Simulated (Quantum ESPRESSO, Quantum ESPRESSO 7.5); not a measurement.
**MoSi2N4, 1 layer: a series in the share of short-range exact exchange**

What law, if any, do the results for MoSi2N4, 1 layer follow against the share of short-range exact exchange?

Program: Quantum ESPRESSO 7.5. Level of theory: plane-wave DFT, PBE, SG15 norm-conserving pseudopotentials (geometry by pw.x at PBE, GBRV ultrasoft). Results are calculated unless marked as measured.

## (1) Starting point

The cell holds 7 atoms: 4 N, 2 Si and 1 Mo. Its edges and angles: a = 2.920 Å, b = 2.920 Å, c = 21.862 Å, α = 90.0°, β = 90.0°, γ = 120.0°. It derives from MoSi2N4. Vacuum lies along c.

Set-up: Cell and atoms are relaxed under PBE (GBRV files) and held. Screened hybrids with norm-conserving files, screening 0.106 per bohr, fixed occupations, a 9×9×1 mesh with exchange on 3×3×1 q points. Levels count from the potential in the middle of the vacuum.

Members 0.15, 0.2 and 0.25 took the same steps and show in the table alone.

## (2) Variable-cell relaxation of the reference

What the set-up leaves free in this member is relaxed.

The input, ref.relax.in:

```
&control
  prefix = 'ref.relax'
  outdir = './out'
  pseudo_dir = './pseudo'
  nstep = 80
  forc_conv_thr = 0.0004
  calculation = 'vc-relax'
  etot_conv_thr = 1e-06
/
&system
  ibrav = 0
  nat = 7
  ntyp = 3
  ecutwfc = 50
  ecutrho = 250
  occupations = 'smearing'
  smearing = 'fd'
  degauss = 0.004
/
&electrons
  conv_thr = 1e-09
  mixing_beta = 0.4
  electron_maxstep = 120
  mixing_mode = 'plain'
/
&ions
/
&cell
  cell_dofree = '2Dxy'
  press_conv_thr = 0.3
/
ATOMIC_SPECIES
  N   14.0070  n_pbe_v1.2.uspp.F.UPF
  Si  28.0850  si_pbe_v1.uspp.F.UPF
  Mo  95.9500  mo_pbe_v1.uspp.F.UPF
CELL_PARAMETERS angstrom
  2.92000000000000 0.00000000000000 0.00000000000000
  -1.46000000000000 2.52879417905056 0.00000000000000
  0.00000000000000 0.00000000000000 21.86179061719779
ATOMIC_POSITIONS crystal
  N   0.000000000000 0.000000000000 0.343064304810
  Si  0.333333333300 0.666666666700 0.364537032706
  N   0.333333333300 0.666666666700 0.444585370495
  Mo  0.000000000000 0.000000000000 0.500000000000
  N   0.333333333300 0.666666666700 0.555414629505
  Si  0.333333333300 0.666666666700 0.635462967294
  N   0.000000000000 0.000000000000 0.656935695190
K_POINTS automatic
  12 12 1 0 0 0
```

Run with:

```bash
$ OMP_NUM_THREADS=1 mpirun -n 4 pw.x -nk 4 -in ref.relax.in > ref.relax.out
```

Log:

```text
Program PWSCF v.7.5 starts
[citation notice left out]

     Parallel version (MPI & OpenMP), running on       4 processor cores
     Number of MPI processes:                 4
     Threads/MPI process:                     1

     MPI processes distributed on     1 nodes
[...]
Current dimensions of program PWSCF are:
     Max number of different atomic species (ntypx) = 10
     Max number of k-points (npk) =  40000
     Max angular momentum in pseudopotentials (lmaxx) =  4
     Message from routine setup:
     using ibrav=0 with symmetry is DISCOURAGED, use correct ibrav instead

     K-points division:     npool     =       4
     Subspace diagonalization in iterative solution of the eigenvalue problem:
     a serial algorithm will be used

     G-vector sticks info
     --------------------
     sticks:   dense  smooth     PW     G-vecs:    dense   smooth      PW
     Sum         517     421    121                72663    52133    8743

     Using Slab Decomposition

     bravais-lattice index     =            0
     lattice parameter (alat)  =       5.5180  a.u.
     unit-cell volume          =    1089.3782 (a.u.)^3
     number of atoms/cell      =            7
     number of atomic types    =            3
     number of electrons       =        42.00
     number of Kohn-Sham states=           25
     kinetic-energy cutoff     =      50.0000  Ry
     charge density cutoff     =     250.0000  Ry
     scf convergence threshold =      1.0E-09
     mixing beta               =       0.4000
     number of iterations used =            8  plain     mixing
     energy convergence thresh.=      1.0E-06
     force convergence thresh. =      4.0E-04
     press convergence thresh. =      3.0E-01
     Exchange-correlation= SLA  PW   PBE  PBE
                           (   1   4   3   4   0   0   0)
     nstep                     =           80

     celldm(1)=   5.518000  celldm(2)=   0.000000  celldm(3)=   0.000000
     celldm(4)=   0.000000  celldm(5)=   0.000000  celldm(6)=   0.000000

     crystal axes: (cart. coord. in units of alat)
               a(1) = (   1.000000   0.000000   0.000000 )
               a(2) = (  -0.500000   0.866025   0.000000 )
               a(3) = (   0.000000   0.000000   7.486915 )

     reciprocal axes: (cart. coord. in units 2 pi/alat)
               b(1) = (  1.000000  0.577350 -0.000000 )
               b(2) = (  0.000000  1.154701  0.000000 )
               b(3) = (  0.000000 -0.000000  0.133566 )

     PseudoPot. # 1 for N  read from file:
     ./pseudo/n_pbe_v1.2.uspp.F.UPF
     Pseudo is Ultrasoft + core correction, Zval =  5.0
     Generated by new atomic code, or converted to UPF format
     Using radial grid of  729 points,  4 beta functions with:
                l(1) =   0
                l(2) =   0
                l(3) =   1
                l(4) =   1
     Q(r) pseudized with  8 coefficients,  rinner =    0.900   0.900   0.900

     PseudoPot. # 2 for Si read from file:
     ./pseudo/si_pbe_v1.uspp.F.UPF
     Pseudo is Ultrasoft + core correction, Zval =  4.0
     Generated by new atomic code, or converted to UPF format
     Using radial grid of  899 points,  6 beta functions with:
                l(1) =   0
                l(2) =   0
                l(3) =   1
                l(4) =   1
                l(5) =   2
                l(6) =   2
     Q(r) pseudized with  8 coefficients,  rinner =    0.900   0.900   0.900
                                                       0.900   0.900

     PseudoPot. # 3 for Mo read from file:
     ./pseudo/mo_pbe_v1.uspp.F.UPF
     Pseudo is Ultrasoft + core correction, Zval = 14.0
     Generated by new atomic code, or converted to UPF format
     Using radial grid of  889 points,  6 beta functions with:
                l(1) =   0
                l(2) =   0
                l(3) =   1
                l(4) =   1
                l(5) =   2
                l(6) =   2
     Q(r) pseudized with  6 coefficients,  rinner =    1.000   1.000   1.000
                                                       1.000   1.000

     atomic species   valence    mass     pseudopotential
     N                 5.00    14.00700     N ( 1.00)
     Si                4.00    28.08500     Si( 1.00)
     Mo               14.00    95.95000     Mo( 1.00)

     12 Sym. Ops. (no inversion) found

   Cartesian axes

     site n.     atom                  positions (alat units)
         1        N      tau(   1) = (   0.0000000   0.0000000   2.5684932  )
         2        Si     tau(   2) = (  -0.0000000   0.5773503   2.7292576  )
         3        N      tau(   3) = (  -0.0000000   0.5773503   3.3285727  )
         4        Mo     tau(   4) = (   0.0000000   0.0000000   3.7434573  )
         5        N      tau(   5) = (  -0.0000000   0.5773503   4.1583419  )
         6        Si     tau(   6) = (  -0.0000000   0.5773503   4.7576570  )
         7        N      tau(   7) = (   0.0000000   0.0000000   4.9184214  )

     number of k points=    19  Fermi-Dirac smearing, width (Ry)=  0.0040
                       cart. coord. in units 2pi/alat
        k(    1) = (   0.0000000   0.0000000   0.0000000), wk =   0.0138889
        k(    2) = (   0.0000000   0.0962250   0.0000000), wk =   0.0833333
        k(    3) = (   0.0000000   0.1924501   0.0000000), wk =   0.0833333
        k(    4) = (   0.0000000   0.2886751   0.0000000), wk =   0.0833333
        k(    5) = (   0.0000000   0.3849002   0.0000000), wk =   0.0833333
        k(    6) = (   0.0000000   0.4811252   0.0000000), wk =   0.0833333
        k(    7) = (   0.0000000  -0.5773503   0.0000000), wk =   0.0416667
        k(    8) = (   0.0833333   0.1443376   0.0000000), wk =   0.0833333
        k(    9) = (   0.0833333   0.2405626   0.0000000), wk =   0.1666667
        k(   10) = (   0.0833333   0.3367877   0.0000000), wk =   0.1666667
[...]
k(   19) = (   0.3333333   0.5773503   0.0000000), wk =   0.0277778

     Dense  grid:    72663 G-vectors     FFT dimensions: (  27,  27, 216)

     Smooth grid:    52133 G-vectors     FFT dimensions: (  25,  25, 192)

     Estimated max dynamical RAM per process >     132.47 MB

     Estimated total dynamical RAM >     476.67 MB

     Initial potential from superposition of free atoms

     starting charge      41.9976, renormalised to      42.0000

     negative rho (up, down):  1.513E-03 0.000E+00
     Starting wfcs are   37 randomized atomic wfcs

     total cpu time spent up to now is        1.5 secs

     per-process dynamical memory:    75.3 Mb

     Self-consistent Calculation

[...]
Mo               0.0000000000        0.0000000000        0.5000000000
N                0.3333333333        0.6666666667        0.5565063200
Si               0.3333333333        0.6666666667        0.6360187571
N                0.0000000000        0.0000000000        0.6592824763

[...]
NEW-OLD atomic charge density approx. for the potential
     New effective cutoffs (rho, wfc):  251.94   50.42

     negative rho (up, down):  1.763E-03 0.000E+00

     total cpu time spent up to now is       48.7 secs

     per-process dynamical memory:    83.8 Mb

[...]
!    total energy              =    -239.56504312 Ry
[...]
Total force =     0.025037     Total SCF correction =     0.000014
[...]
number of bfgs steps    =   3
[...]
new trust radius        =       0.0533246074 bohr
[...]
!    total energy              =    -239.56647774 Ry
[...]
Total force =     0.013616     Total SCF correction =     0.000020
[...]
number of bfgs steps    =   4
[...]
new trust radius        =       0.0474522532 bohr
[...]
!    total energy              =    -239.56697411 Ry
[...]
Total force =     0.003370     Total SCF correction =     0.000006
[...]
number of bfgs steps    =   5
[...]
new trust radius        =       0.0043592877 bohr
[...]
!    total energy              =    -239.56699737 Ry
[...]
Total force =     0.001466     Total SCF correction =     0.000013
[...]
number of bfgs steps    =   6
[...]
new trust radius        =       0.0026838900 bohr
[...]
!    total energy              =    -239.56700378 Ry
[...]
Total force =     0.000209     Total SCF correction =     0.000003
[...]
number of bfgs steps    =   7
[...]
new trust radius        =       0.0004408697 bohr
[...]
Self-consistent Calculation

     iteration #  1     ecut=    50.00 Ry     beta= 0.40
     Davidson diagonalization with overlap
     ethr =  1.00E-06,  avg # of iterations =  2.0

     Threshold (ethr) on eigenvalues was too large:
     Diagonalizing with lowered threshold

     Davidson diagonalization with overlap
     ethr =  1.61E-10,  avg # of iterations =  4.0

     negative rho (up, down):  1.705E-03 0.000E+00

     total cpu time spent up to now is      121.4 secs

     total energy              =    -239.56700383 Ry
     estimated scf accuracy    <       0.00000007 Ry

[...]
iteration #  7     ecut=    50.00 Ry     beta= 0.40
[...]
negative rho (up, down):  1.705E-03 0.000E+00

[...]
End of self-consistent calculation

          k = 0.0000 0.0000 0.0000 (  6561 PWs)   bands (ev):

   -58.8776 -32.9647 -32.5760 -32.5760 -16.3164 -16.2303 -13.5295 -12.2107
    -6.0896  -3.5105  -1.5725  -1.5725  -1.5022  -1.3744  -1.3744  -1.2169
    -1.2169   0.0655   0.0655   0.1303   2.3567   5.3019   5.3019   5.5800
     5.5800

          k = 0.0000 0.0969 0.0000 (  6525 PWs)   bands (ev):

   -58.8696 -32.9518 -32.6407 -32.5899 -16.2019 -16.1202 -13.4317 -12.1986
    -5.9758  -3.5374  -2.0373  -1.9199  -1.5901  -1.5440  -1.4984  -1.3353
    -1.1766  -0.1964  -0.0769   0.3569   2.2796   5.1210   5.2744   5.4675
     5.7704

          k = 0.0000 0.1937 0.0000 (  6473 PWs)   bands (ev):

   -58.8477 -32.9163 -32.8147 -32.6276 -15.8674 -15.7979 -13.1666 -12.1707
    -5.7085  -3.6726  -3.1404  -3.0777  -2.0579  -1.8148  -1.8130  -1.0920
    -0.8651  -0.4455  -0.4255   0.3206   1.9148   5.0207   5.2170   5.4868
     6.2325

          k = 0.0000 0.2906 0.0000 (  6489 PWs)   bands (ev):

   -58.8175 -33.0463 -32.8675 -32.6788 -15.3424 -15.2912 -12.8144 -12.1510
    -5.6194  -4.6989  -4.2839  -3.5569  -2.4859  -2.1966  -2.1549  -0.8341
    -0.8045  -0.7247  -0.3632   0.1137   1.4628   5.0381   5.2058   5.6978
     6.7545

          k = 0.0000 0.3874 0.0000 (  6513 PWs)   bands (ev):

   -58.7872 -33.2713 -32.8182 -32.7295 -14.6917 -14.6618 -12.4935 -12.1747
    -6.3659  -6.0189  -4.6117  -3.6345  -2.8256  -2.5392  -2.4701  -1.1896
    -1.0672  -0.5375   0.0040   0.1386   1.3185   5.0292   5.3199   5.7078
     6.6499

          k = 0.0000 0.4843 0.0000 (  6496 PWs)   bands (ev):

   -58.7648 -33.4321 -32.7818 -32.7662 -14.0597 -14.0467 -12.3271 -12.2693
    -7.2559  -7.0076  -4.4951  -3.6676  -3.2531  -2.7692  -2.6845  -1.4254
    -1.3454  -0.1903  -0.0046   0.4852   1.4002   4.9497   5.4039   5.5292
     6.2518

[...]
the Fermi energy is     3.3510 ev

!    total energy              =    -239.56700385 Ry
     estimated scf accuracy    <          5.0E-12 Ry
     smearing contrib. (-TS)   =      -0.00000000 Ry
     internal energy E=F+TS    =    -239.56700385 Ry

     The total energy is F=E-TS. E is the sum of the following terms:
     one-electron contribution =   -2424.82838114 Ry
     hartree contribution      =    1222.39932668 Ry
     xc contribution           =     -50.09315862 Ry
     ewald contribution        =    1012.95520923 Ry

     convergence has been achieved in   7 iterations

     negative rho (up, down):  1.705E-03 0.000E+00

     Forces acting on atoms (cartesian axes, Ry/au):

     atom    1 type  1   force =     0.00000000    0.00000000    0.00000720
     atom    2 type  2   force =    -0.00000000   -0.00000000    0.00001479
     atom    3 type  1   force =     0.00000000    0.00000000   -0.00001763
     atom    4 type  3   force =     0.00000000    0.00000000    0.00000000
     atom    5 type  1   force =     0.00000000    0.00000000    0.00001763
     atom    6 type  2   force =    -0.00000000   -0.00000000   -0.00001479
     atom    7 type  1   force =    -0.00000000   -0.00000000   -0.00000720

     Total force =     0.000034     Total SCF correction =     0.000006
     SCF correction compared to forces is large: reduce conv_thr to get better values

     Computing stress (Cartesian axis) and pressure

     negative rho (up, down):  1.705E-03 0.000E+00
          total   stress  (Ry/bohr**3)                   (kbar)     P=       -0.30
   0.00000001  -0.00000000  -0.00000000            0.00       -0.00       -0.00
  -0.00000000   0.00000001  -0.00000000           -0.00        0.00       -0.00
  -0.00000000  -0.00000000  -0.00000613           -0.00       -0.00       -0.90

     Energy error            =      6.4E-08 Ry
     Gradient error          =      1.8E-05 Ry/Bohr
     Cell gradient error     =      1.3E-03 kbar

     bfgs converged in   9 scf cycles and   8 bfgs steps
     (criteria: energy <  1.0E-06 Ry, force <  4.0E-04 Ry/Bohr, cell <  3.0E-01 kbar)

     End of BFGS Geometry Optimization

     Final enthalpy           =    -239.5670038461 Ry

     File ./out/ref.relax.bfgs deleted, as requested
Begin final coordinates
     new unit-cell volume =   1075.31762 a.u.^3 (   159.34563 Ang^3 )
     density =      2.16911 g/cm^3

CELL_PARAMETERS (angstrom)
   2.901094664  -0.000000000   0.000000000
  -1.450547332   2.512421678   0.000000000
   0.000000000   0.000000000  21.861790617

ATOMIC_POSITIONS (crystal)
N                0.0000000000       -0.0000000000        0.3382401717
Si               0.3333333333        0.6666666667        0.3620983302
N                0.3333333333        0.6666666667        0.4425649325
Mo              -0.0000000000       -0.0000000000        0.5000000000
N                0.3333333333        0.6666666667        0.5574350675
Si               0.3333333333        0.6666666667        0.6379016698
N                0.0000000000        0.0000000000        0.6617598283
End final coordinates

[...]
Final scf calculation at the relaxed structure.
```

The job ended after 2.6 min (4 MPI ranks of Arm Neoverse V2, shared host; peak memory 0.67 GiB).

The steps of the relaxation:

```csv
step,energy less that of the first step (eV),largest force (eV/Å),volume (Å³)
1,0.0000,0.7478,161.43
2,-0.0261,0.5020,161.23
3,-0.0480,0.4961,160.59
4,-0.0678,0.4056,160.03
5,-0.0874,0.2360,159.41
6,-0.0941,0.0502,159.09
7,-0.0944,0.0191,159.21
8,-0.0945,0.0029,159.34
9,-0.0945,0.0005,159.35
10,-0.0935,0.0006,159.35
```

```csv
cell as run,before,after,change
a (Å),2.920,2.901,-0.6 %
b (Å),2.920,2.901,-0.6 %
```

The atoms that moved most (Å, along periodic axes as changes of fractional coordinates times the final cell, across vacuum about the mean position):

```csv
atom,dx,dy,dz,length
N1,0.000,0.000,-0.105,0.105
N7,0.000,0.000,0.105,0.105
Si2,0.000,0.000,-0.053,0.053
Si6,0.000,0.000,0.053,0.053
N5,0.000,0.000,0.044,0.044
N3,0.000,0.000,-0.044,0.044
```

 The last row is no step: it is a fresh SCF in the final cell with a new plane-wave basis, +1 meV from the row before.

Read from the output:

```
free energy  : -3259.4741 eV
Fermi energy : 3.351 eV
```

[end of part 1 of 3]

[Logs are printed without paths, hosts, clocks, repeated set-up lines and the standing remarks that a program may print on its own settings, such as how far it seeks lower states.]

[Hosts, paths, dates, database ids (printed as entryN), source tags and the programs' standing remarks are cut or masked in the printed files.]

[Maps of the electrostatic potential energy from Ansatz leave out the sawtooth potential of an applied field or a dipole correction, so their vacuum need not be flat; planar profiles and work functions include it.]
